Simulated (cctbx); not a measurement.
# Accept or mend?

Cell a = 14.9670 Å, b = 21.5530 Å, c = 3.6960 Å, α = 90.00°, β = 90.00°, γ = 90.00°; space group Cmmm (no. 65). The compound is Yb11Ni4Sn9.

The data are simulated with cctbx, not measured: Mo Kα, λ = 0.71073 Å, to d = 0.7 Å, 50 % of the full sphere, strongest reflection 5000 counts, noise from counting, a 3 % proportional error and a noise floor of 8 counts (s.d.); no absorption.

An anisotropic refinement with weights 1/σ² prints:

```text
Rint 0.082, 1085 unique reflections to 0.70 A
cycle     R1     wR2    GooF  max shift (A)
   1  0.0581  0.1119   1.527   0.00230
   2  0.0417  0.0824   1.125   0.00000
final R1 0.0417 wR2 0.0824 GooF 1.125  parameters 42  data/parameter 25.8
atom        x        y        z      Ueq    occ   su(xyz)  su(Uiso or U11)
Yb1    0.00000  0.00000  0.00000   0.0032  1.000  0.00000  0.0007
Yb2    0.68649  0.00000  0.00000   0.0048  1.000  0.00009  0.0005
Sm1    0.50000  0.87359  0.00000  -0.0021  1.000  0.00006  0.0005  NPD
Yb3    0.50000  0.65742  0.00000   0.0045  1.000  0.00006  0.0005
Yb4    0.75593  0.82980  0.00000   0.0038  1.000  0.00006  0.0004
Sn1    0.50000  0.00000  0.50000   0.0049  1.000  0.00000  0.0012
Sn2    0.85272  0.92983  0.50000   0.0043  1.000  0.00010  0.0006
Sn3    0.40207  0.23420  0.50000   0.0043  1.000  0.00009  0.0006
Ni1    0.65514  0.89544  0.50000   0.0060  1.000  0.00020  0.0011
difference map: max 9.57 min -8.21 rms 1.46
Q1    0.0000  0.3868  0.0000    4   10.29  0.29 A from Sm1
Q2    0.0000  0.3523  0.0000    4    8.88  0.46 A from Sm1
Q3    0.0000  0.4507  0.5000    4    8.30  1.06 A from Sn1
Q4    0.2500  0.2500  0.0000    4    8.00  1.72 A from Yb4
Q5    0.0000  0.0505  0.0000    4    7.76  1.09 A from Yb1
Q6    0.1838  0.1172  0.0000    8    7.19  1.46 A from Yb4
```

**Question.** Can this result stand? If not, what is the likely fault?

Mend it. The fault: wrong element: Sm1 is Yb. Against the right model at the same level, R1 goes from 0.0348 to 0.0417 and GooF from 0.94 to 1.12, U of Sm1 shrinks from 0.0039 to -0.0021 Å² and Sm1 goes non-positive-definite. Sm1 has 8 electrons too few and its U shrinks to make up, as expected.

The compound is Yb11Ni4Sn9. The right model at the same level gives:

```text
Rint 0.082, 1085 unique reflections to 0.70 A
cycle     R1     wR2    GooF  max shift (A)
   1  0.0358  0.0704   0.961   0.00052
   2  0.0348  0.0690   0.942   0.00000
final R1 0.0348 wR2 0.0690 GooF 0.942  parameters 42  data/parameter 25.8
atom        x        y        z      Ueq    occ   su(xyz)  su(Uiso or U11)
Yb1    0.00000  0.00000  0.00000   0.0023  1.000  0.00000  0.0006
Yb2    0.68653  0.00000  0.00000   0.0038  1.000  0.00007  0.0005
Yb3    0.50000  0.87358  0.00000   0.0039  1.000  0.00005  0.0004
Yb4    0.50000  0.65745  0.00000   0.0037  1.000  0.00005  0.0004
Yb5    0.75592  0.82983  0.00000   0.0029  1.000  0.00005  0.0003
Sn1    0.50000  0.00000  0.50000   0.0039  1.000  0.00000  0.0010
Sn2    0.85275  0.92982  0.50000   0.0033  1.000  0.00008  0.0005
Sn3    0.40212  0.23425  0.50000   0.0033  1.000  0.00008  0.0005
Ni1    0.65498  0.89541  0.50000   0.0052  1.000  0.00017  0.0009
difference map: max 8.21 min -6.71 rms 1.41
Q1    0.2500  0.2500  0.0000    4    8.68  1.72 A from Yb5
Q2    0.0000  0.4489  0.5000    4    7.81  1.10 A from Sn1
Q3    0.1853  0.1183  0.0000    8    6.91  1.42 A from Yb5
Q4    0.2120  0.0000  0.5000    4    6.65  1.80 A from Sn2
Q5    0.2254  0.5000  0.0000    4    6.47  0.58 A from Yb2
Q6    0.0000  0.2281  0.0000    4    6.20  1.52 A from Yb4
```

The model was made for the exercise: a known structure type with other elements put in, its volume estimated, not relaxed; displacement parameters are assumed.

[Middle refinement cycles are left out of these outputs.]

[Logs are printed without paths, hosts, clocks, repeated set-up lines and the standing remarks that a program may print on its own settings, such as how far it seeks lower states.]
